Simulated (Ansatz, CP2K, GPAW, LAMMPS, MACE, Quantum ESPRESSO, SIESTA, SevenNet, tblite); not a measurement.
# Quantum ESPRESSO on amorphous Hg33S25Se8 (66 atoms): settings against a plane-wave reference

Wanted: Quantum ESPRESSO inputs and outputs for amorphous Hg33S25Se8 (66 atoms), checked against a plane-wave reference.

Calculated with Quantum ESPRESSO 7.5; the method is named at each step.

## 1. The starting structure

The cell holds 66 atoms: 33 Hg, 25 S and 8 Se. Cell: a = 12.034 Å, b = 12.034 Å, c = 12.034 Å, α = 90.0°, β = 90.0°, γ = 90.0°. 66 atoms (33 Hg, 25 S, 8 Se) placed at random at 7.67 g/cm³, melted at 2500 K for 10 ps at fixed volume with the Stillinger-Weber II-VI potential (Zhou et al., Phys. Rev. B 88, 085309 (2013)). Quenched from 2500 K to 500 K at 30 K/ps and fixed volume, held 5 ps, then minimised at fixed cell.

The yardstick, on the same geometry:

```
method                 : Kohn-Sham DFT, PBE, PAW, plane waves (Ansatz 0.2.0); cutoff 420 eV, Γ point, fermi-dirac smearing of 0.05 eV; PAW set soft_2
r.m.s. force component : 0.3971 eV/Å
longest force          : 1.344 eV/Å
pressure               : 0.004286 GPa
SCF cycles             : 10
time                   : 31 s on 4 threads of Arm Neoverse V2, shared host
CPU time               : 2 min
```

## 2. PBE, sssp-1.3.0-efficiency, 45/360 Ry

Method: Kohn-Sham DFT, PBE, SSSP efficiency 1.3.0 pseudopotentials, plane waves.

The input, pw.in:

```
&control
  calculation = 'scf'
  pseudo_dir = './pseudo'
  outdir = './tmp'
  disk_io = 'none'
  tprnfor = .true.
  tstress = .true.
/
&system
  ibrav = 0
  nat = 66
  ntyp = 3
  ecutwfc = 45
  ecutrho = 360
  nosym = .true.
  occupations = 'smearing'
  smearing = 'fd'
  degauss = 0.003675
/
&electrons
  conv_thr = 3.3e-07
  electron_maxstep = 100
  mixing_beta = 0.4
  mixing_mode = 'plain'
  diagonalization = 'david'
/
ATOMIC_SPECIES
Hg 200.592 Hg.upf
S 32.060 S.upf
Se 78.971 Se.upf
CELL_PARAMETERS angstrom
12.03400 0.00000 0.00000
0.00000 12.03400 0.00000
0.00000 0.00000 12.03400
ATOMIC_POSITIONS crystal
Hg 0.30856 0.40498 0.34921
Hg 0.36362 0.42984 0.07568
Hg 0.58573 0.89714 0.21871
Hg 0.16181 0.85302 0.40942
Hg 0.57644 0.60952 0.60057
Hg 0.79064 0.09607 0.55159
Hg 0.72913 0.82530 0.46656
Hg 0.78582 0.43271 0.70334
Hg 0.11120 0.60805 0.87690
Hg 0.23456 0.87576 0.13290
Hg 0.89670 0.79110 0.71053
Hg 0.50161 0.00679 0.47601
Hg 0.62795 0.36687 0.93429
Hg 0.03300 0.35661 0.39146
Hg 0.53087 0.32117 0.51839
Hg 0.11375 0.27433 0.00442
Hg 0.83824 0.00846 0.96843
Hg 0.87323 0.58025 0.38489
Hg 0.11130 0.03200 0.89948
Hg 0.04862 0.28709 0.67213
Hg 0.31725 0.47077 0.72601
Hg 0.92516 0.82540 0.24165
Hg 0.72165 0.70902 0.02693
Hg 0.28281 0.10967 0.33181
Hg 0.89367 0.40719 0.12947
Hg 0.62873 0.52960 0.26530
Hg 0.34693 0.11893 0.74313
Hg 0.57181 0.96691 0.78941
Hg 0.89273 0.14809 0.28878
Hg 0.43105 0.69927 0.02553
Hg 0.42823 0.15146 0.02159
Hg 0.61981 0.23450 0.25462
Hg 0.16210 0.58968 0.50991
S 0.09307 0.14583 0.43707
S 0.41727 0.80556 0.84093
S 0.63730 0.91887 0.00333
S 0.48367 0.51595 0.41780
S 0.08070 0.85805 0.61847
S 0.04172 0.40296 0.85242
S 0.67566 0.05144 0.35221
S 0.21089 0.37771 0.55789
S 0.30744 0.98409 0.96339
S 0.23940 0.68957 0.71759
S 0.82023 0.48090 0.93297
S 0.72630 0.72915 0.25768
S 0.56759 0.53387 0.06163
S 0.40561 0.25232 0.21814
S 0.35407 0.72117 0.47885
S 0.86556 0.29652 0.55059
S 0.65154 0.17937 0.04628
S 0.54300 0.83444 0.60260
S 0.92602 0.95044 0.42518
S 0.13932 0.08629 0.68592
S 0.36977 0.17841 0.53203
S 0.37698 0.90752 0.30540
S 0.92070 0.71136 0.90544
[... 6 atom lines left out ...]
Se 0.07353 0.66258 0.30530
Se 0.31705 0.30397 0.88550
Se 0.54179 0.41489 0.72380
Se 0.00524 0.86263 0.03375
K_POINTS gamma
```

Command:

```console
> OMP_NUM_THREADS=1 mpirun -np 4 pw.x -in pw.in > output.txt
```

The program printed:

```text
Program PWSCF
     gamma-point specific algorithms are used
     one sub-group per band group will be used
     scalapack distributed-memory algorithm (size of sub-group:  2*  2 procs)
     Parallelization info
     sticks:   dense  smooth     PW     G-vecs:    dense   smooth      PW
     Min        3703    1853    463               339107   119940   14999
     Max        3706    1856    466               339110   119946   15002
     Sum       14817    7417   1861              1356433   479769   60005
     bravais-lattice index     =            0
     lattice parameter (alat)  =      22.7410  a.u.
     unit-cell volume          =   11760.5226 (a.u.)^3
     number of atoms/cell      =           66
     number of atomic types    =            3
     number of electrons       =       858.00
     number of Kohn-Sham states=          515
     kinetic-energy cutoff     =      45.0000  Ry
     charge density cutoff     =     360.0000  Ry
     scf convergence threshold =      3.3E-07
     mixing beta               =       0.4000
     number of iterations used =            8  plain     mixing
     Exchange-correlation= SLA  PW   PBE  PBE
                           (   1   4   3   4   0   0   0)
     crystal axes: (cart. coord. in units of alat)
               a(1) = (   1.000000   0.000000   0.000000 )
               a(2) = (   0.000000   1.000000   0.000000 )
               a(3) = (   0.000000   0.000000   1.000000 )
     reciprocal axes: (cart. coord. in units 2 pi/alat)
               b(1) = (  1.000000  0.000000  0.000000 )
               b(2) = (  0.000000  1.000000  0.000000 )
               b(3) = (  0.000000  0.000000  1.000000 )
     PseudoPot. # 1 for Hg:
     Pseudo is Norm-conserving, Zval = 20.0
     PseudoPot. # 2 for S :
     Pseudo is Ultrasoft + core correction, Zval =  6.0
     PseudoPot. # 3 for Se:
     Pseudo is Ultrasoft + core correction, Zval =  6.0
     atomic species   valence    mass     pseudopotential
     Hg               20.00   200.59200     Hg( 1.00)
     S                 6.00    32.06000     S ( 1.00)
     Se                6.00    78.97100     Se( 1.00)
     No symmetry found
   Cartesian axes
     number of k points=     1  Fermi-Dirac smearing, width (Ry)=  0.0037
                       cart. coord. in units 2pi/alat
        k(    1) = (   0.0000000   0.0000000   0.0000000), wk =   2.0000000
     Dense  grid:   678217 G-vectors     FFT dimensions: ( 144, 144, 144)
     Smooth grid:   239885 G-vectors     FFT dimensions: ( 100, 100, 100)
     Initial potential from superposition of free atoms
     starting charge     857.9961, renormalised to     858.0000
     Starting wfcs are  462 randomized atomic wfcs +   53 random wfcs
     Self-consistent Calculation
     iteration #  1     ecut=    45.00 Ry     beta= 0.40
     Threshold (ethr) on eigenvalues was too large:
     Diagonalizing with lowered threshold
     total energy              =  -11182.37463801 Ry
     estimated scf accuracy    <       6.85740351 Ry
     iteration #  2     ecut=    45.00 Ry     beta= 0.40
     total energy              =  -11180.32167920 Ry
     estimated scf accuracy    <      45.78158658 Ry
     iteration #  3     ecut=    45.00 Ry     beta= 0.40
     total energy              =  -11184.22994278 Ry
     estimated scf accuracy    <       7.72280141 Ry
     iteration #  4     ecut=    45.00 Ry     beta= 0.40
     total energy              =  -11184.84346036 Ry
     estimated scf accuracy    <       1.66639497 Ry
     iteration #  5     ecut=    45.00 Ry     beta= 0.40
     total energy              =  -11184.95093452 Ry
     estimated scf accuracy    <       0.32437316 Ry
     iteration #  6     ecut=    45.00 Ry     beta= 0.40
     total energy              =  -11184.96233972 Ry
     estimated scf accuracy    <       0.26754698 Ry
[...]
total energy              =  -11184.98482363 Ry
[...]
iteration # 21     ecut=    45.00 Ry     beta= 0.40
     total energy              =  -11184.98482380 Ry
     estimated scf accuracy    <       0.00000060 Ry
     iteration # 22     ecut=    45.00 Ry     beta= 0.40
     total energy              =  -11184.98482386 Ry
     estimated scf accuracy    <       0.00000067 Ry
     iteration # 23     ecut=    45.00 Ry     beta= 0.40
     End of self-consistent calculation
          k = 0.0000 0.0000 0.0000 ( 30003 PWs)   bands (ev):
  -107.0202-106.8958-106.8870-106.8396-106.7868-106.7352-106.7345-106.7246
  -106.7222-106.7210-106.7164-106.6989-106.6906-106.6796-106.6744-106.6665
  -106.6517-106.6510-106.6498-106.6384-106.6356-106.5766-106.5701-106.5576
  -106.5057-106.4996-106.4994-106.4529-106.4524-106.4297-106.4124-106.3821
  -106.3466 -55.3629 -55.3363 -55.3283 -55.2421 -55.2296 -55.2169 -55.2152
   -55.2061 -55.1968 -55.1913 -55.1458 -55.1418 -55.1245 -55.1136 -55.0932
   -55.0747 -55.0730 -55.0681 -55.0602 -55.0583 -55.0569 -55.0564 -55.0495
   -55.0493 -55.0480 -55.0467 -55.0457 -55.0433 -55.0432 -55.0353 -55.0304
   -55.0282 -55.0278 -55.0260 -55.0247 -55.0227 -55.0187 -55.0128 -55.0113
   -55.0062 -55.0020 -55.0008 -54.9996 -54.9906 -54.9883 -54.9882 -54.9877
[...]
13.0564  13.1627  13.2115  13.2616  13.3185  13.4113  13.4685  13.5075
    13.5469  13.5994  13.6646  13.6827  13.7453  13.8320  13.8386  13.9733
    14.0193  14.0284  14.0678  14.1214  14.1665  14.2799  14.2938  14.3438
    14.3906  14.4099  14.4152
     the Fermi energy is     8.1665 ev
!    total energy              =  -11184.98482384 Ry
     estimated scf accuracy    <       0.00000010 Ry
     smearing contrib. (-TS)   =      -0.01455802 Ry
     internal energy E=F+TS    =  -11184.97026582 Ry
     The total energy is F=E-TS. E is the sum of the following terms:
     one-electron contribution =   -7314.08569877 Ry
     hartree contribution      =    3737.80324007 Ry
     xc contribution           =   -1352.33740134 Ry
     ewald contribution        =   -6256.35040578 Ry
     convergence has been achieved in  23 iterations
     Forces acting on atoms (cartesian axes, Ry/au):
     atom    1 type  1   force =    -0.00591989   -0.00000293    0.00304005
     atom    2 type  1   force =    -0.00177395    0.01141220   -0.01186362
     atom    3 type  1   force =    -0.01701122    0.00922524   -0.01636029
     atom    4 type  1   force =     0.00757176   -0.01403699    0.02699444
     atom    5 type  1   force =    -0.02064425    0.01090925    0.00375122
     atom    6 type  1   force =     0.01365299    0.00119595    0.00416392
[...]
atom   64 type  3   force =    -0.00529962   -0.00494209    0.01432976
     atom   65 type  3   force =     0.02255116    0.01419475    0.00724318
     atom   66 type  3   force =    -0.01125273   -0.00173564   -0.01362093
     Total force =     0.217255     Total SCF correction =     0.001676
     Computing stress (Cartesian axis) and pressure
          total   stress  (Ry/bohr**3)                   (kbar)     P=       -5.80
  -0.00004785  -0.00000307   0.00001640           -7.04       -0.45        2.41
  -0.00000307  -0.00002801   0.00001707           -0.45       -4.12        2.51
   0.00001640   0.00001707  -0.00004252            2.41        2.51       -6.25
     Message from routine punch:
     Nothing written, as per user request (disk_io='none')
```

Run time: 7 min. Hardware: 4 MPI ranks of Arm Neoverse V2, shared host; peak memory 4.5 GiB.

Banners, paths, timers and routine set-up lines are dropped from the logs unmarked, and long logs keep their key lines alone; longer cuts are marked.

Numbers from this run, and their distance from the reference:

```yaml
r_m_s_force_component: 0.397 eV/Å
r_m_s_difference_of_force_components: 3.468 meV/Å
longest_difference_of_force_vectors: 11.55 meV/Å
force_difference_over_r_m_s_force: 0.8734 %
slope_of_forces_against_the_reference_s: 0.9996
correlation_of_force_components: 1
pressure: -0.5803 GPa
pressure_difference: -0.5846 GPa
```

Length of the force difference by element (eV/Å):

| element | atoms | mean | most |
| --- | --- | --- | --- |
| Hg | 33 | 0.0061 | 0.010 |
| S | 25 | 0.0048 | 0.011 |
| Se | 8 | 0.0056 | 0.011 |

A closer look about Hg18, picked at random: 9 atoms, nearest first, numbered in the order of the input, with positions taken from that point.

| atom | x | y | z | distance (Å) | bonds | Fx | Fy | Fz (eV/Å) |
| --- | --- | --- | --- | --- | --- | --- | --- | --- |
| Hg18 | 0.00 | 0.00 | 0.00 | 0.00 | 4 | 0.56 | -0.05 | -0.02 |
| Se61 | -0.87 | 0.59 | 2.46 | 2.67 | 5 | 0.01 | -0.20 | 0.07 |
| Se63 | 2.41 | 0.99 | -0.96 | 2.78 | 4 | -0.49 | -0.45 | 0.36 |
| S58 | -1.05 | -2.47 | -0.82 | 2.81 | 6 | -0.06 | 0.30 | -0.70 |
| S45 | -1.77 | 1.79 | -1.53 | 2.95 | 6 | -0.09 | 0.02 | 0.01 |
| Hg14 | 1.92 | -2.69 | 0.08 | 3.31 | 5 | 0.26 | -0.45 | -0.37 |
| Hg26 | -2.94 | -0.61 | -1.44 | 3.33 | 4 | -0.28 | -0.21 | 0.06 |
| Hg22 | 0.62 | 2.95 | -1.72 | 3.47 | 4 | 0.10 | 0.50 | 0.08 |
| Hg7 | -1.73 | 2.95 | 0.98 | 3.56 | 5 | 0.06 | 0.47 | 0.38 |

Forces lie 0.87 % from the reference's, at 14 times its CPU time.

## 3. PBE, sssp-1.3.0-efficiency, 35/280 Ry

Method: Kohn-Sham DFT, PBE, SSSP efficiency 1.3.0 pseudopotentials, plane waves.

pw.in, as its differences from that of step 2:

```diff
@@ -12,4 +12,4 @@
   ntyp = 3
-  ecutwfc = 45
-  ecutrho = 360
+  ecutwfc = 35
+  ecutrho = 280
   nosym = .true.
```

The program printed:

```text
[banner, memory and clock lines left out]
Program PWSCF
     gamma-point specific algorithms are used
     one sub-group per band group will be used
     bravais-lattice index     =            0
[... lines left out ...]
     number of k points=     1  Fermi-Dirac smearing, width (Ry)=  0.0037
[... lines left out ...]
     total energy              =  -11180.77162364 Ry
[... lines left out ...]
     total energy              =  -11178.69748681 Ry
[... lines left out ...]
     total energy              =  -11182.66346338 Ry
[... lines left out ...]
     total energy              =  -11183.45466894 Ry
[... lines left out ...]
     total energy              =  -11183.45466934 Ry
[... lines left out ...]
     the Fermi energy is     8.1627 ev
!    total energy              =  -11183.45466928 Ry
     estimated scf accuracy    <       0.00000022 Ry
     smearing contrib. (-TS)   =      -0.01455827 Ry
     internal energy E=F+TS    =  -11183.44011101 Ry
     The total energy is F=E-TS. E is the sum of the following terms:
     one-electron contribution =   -7307.37589985 Ry
     hartree contribution      =    3732.38093195 Ry
     xc contribution           =   -1352.09473734 Ry
     ewald contribution        =   -6256.35040578 Ry
     convergence has been achieved in  22 iterations
     Forces acting on atoms (cartesian axes, Ry/au):
     atom    1 type  1   force =    -0.00572510   -0.00018090    0.00337532
     atom    2 type  1   force =    -0.00152281    0.01112020   -0.01201817
     atom    3 type  1   force =    -0.01681855    0.00927510   -0.01581553
[...]
atom   65 type  3   force =     0.02236960    0.01424369    0.00707338
     atom   66 type  3   force =    -0.01174270   -0.00182079   -0.01357396
     Total force =     0.216953     Total SCF correction =     0.002645
     Computing stress (Cartesian axis) and pressure
          total   stress  (Ry/bohr**3)                   (kbar)     P=     -151.82
  -0.00104031  -0.00000349   0.00001645         -153.04       -0.51        2.42
  -0.00000349  -0.00102059   0.00001722           -0.51     -150.13        2.53
   0.00001645   0.00001722  -0.00103528            2.42        2.53     -152.30
     Message from routine punch:
     Nothing written, as per user request (disk_io='none')
```

Run time: 4.8 min. Hardware: 4 MPI ranks; peak memory 3.1 GiB.

Numbers from this run, and their distance from the reference:

```
r.m.s. force component                          : 0.3964 eV/Å
r.m.s. difference of force components           : 8.007 meV/Å
longest difference of force vectors             : 27.06 meV/Å
force difference over r.m.s. force              : 2.016 %
slope of forces against the reference's         : 0.998
correlation of force components                 : 0.9998
pressure                                        : -15.18 GPa
pressure difference                             : -15.19 GPa
energy less the same-level run's                : 315.4 meV/atom
r.m.s. force difference from the same-level run : 5.502 meV/Å
```

This is a coarse setting, run to see what it loses.

Against the first run (0.87 %), the force difference from the reference is 2.0 %, at 0.68 times the CPU time: the cutoff matters here.

## 4. All runs compared

Differences are against the plane-wave reference, forces as r.m.s. over components; share is that over the reference's r.m.s. force, slope the least-squares factor from reference forces to these. Total energies of different programs have different zeros and aren't compared.

| run | Δ force, r.m.s. (meV/Å) | share (%) | slope | Δ pressure (GPa) | cores | CPU time | memory (GiB) |
| --- | --- | --- | --- | --- | --- | --- | --- |
| reference | - | - | - | - | 4 | 2 min | 2.7 |
| QE PBE, sssp-1.3.0-efficiency, 45/360 Ry | 3.47 | 0.873 | 1.000 | -0.585 | 4 | 28 min | 4.5 |
| QE PBE, sssp-1.3.0-efficiency, 35/280 Ry (coarse) | 8.01 | 2.02 | 0.998 | -15.2 | 4 | 19 min | 3.1 |

Rows marked coarse were listed beforehand as settings not expected to be converged; some can still land near the reference.

CPU time is summed over cores on a shared host, where runs went side by side, so it is rough. Symmetry, cutoffs, thresholds, outputs and thread counts weren't matched or tuned between programs; memory under MPI is the largest rank's times the ranks.

Within one program, basis, potentials and functional, energies share a zero. Each run against its twin at the usual cutoff or grid and solver:

| run | twin | Δ energy (meV/atom) | Δ force, r.m.s. (meV/Å) | CPU time over the twin's |
| --- | --- | --- | --- | --- |
| QE PBE, sssp-1.3.0-efficiency, 35/280 Ry | sssp-1.3.0-efficiency, 45/360 Ry | 315 | 5.50 | 0.68 |

## 5. Results

| Quantity | Value |
| --- | --- |
| nearest in forces | QE PBE, sssp-1.3.0-efficiency, 45/360 Ry, 0.87 % |
| its CPU time | 28 min |

**Reading.** PBE on plane waves or a grid with other potentials, cutoffs or grids, coarse settings apart, differs from the reference by 0.87 % (QE PBE, sssp-1.3.0-efficiency, 45/360 Ry) of the r.m.s. force; this holds the reference's own error, so differences of a few per cent don't tell which side is nearer the exact PBE result (QE's 45 Ry are 612 eV, against the reference's 420 eV). Runs with settings chosen to be coarse differ by 2.0 % (QE PBE, sssp-1.3.0-efficiency, 35/280 Ry), their programs' other errors included. None of the electronic-structure runs in the table takes under half the reference's CPU time of 2 min; they take 9.7 to 14 times as much. In pressure, QE PBE, sssp-1.3.0-efficiency, 35/280 Ry misses by -15.2 GPa, at the same functional; a cutoff this low leaves a large Pulay stress. The potentials hold different valence shells: 938 electrons in the reference, 858 in Quantum ESPRESSO with SSSP; this bears on time and differences. The quench rate of 30 K/ps is many orders above laboratory rates, so the cell is likely richer in defects and strain than a real sample. The network of bonds at the start is that of the classical potential that made the cell, and needn't be the one that DFT or experiment would give. The electronic-structure runs sample only Γ, in a cell whose shortest periodic width is 12 Å, which is coarse for a cell with partly filled levels. Spin–orbit coupling is left out, which matters for the levels of the heavy elements.

[Also dropped from logs without a mark: logging warnings of Python, and SIESTA's first energy breakdown and zero terms.]

[Logs are printed without paths, hosts, clocks, repeated set-up lines and the standing remarks that a program may print on its own settings, such as how far it seeks lower states.]

[Hosts, paths, dates, database ids (printed as entryN), source tags and the programs' standing remarks are cut or masked in the printed files.]
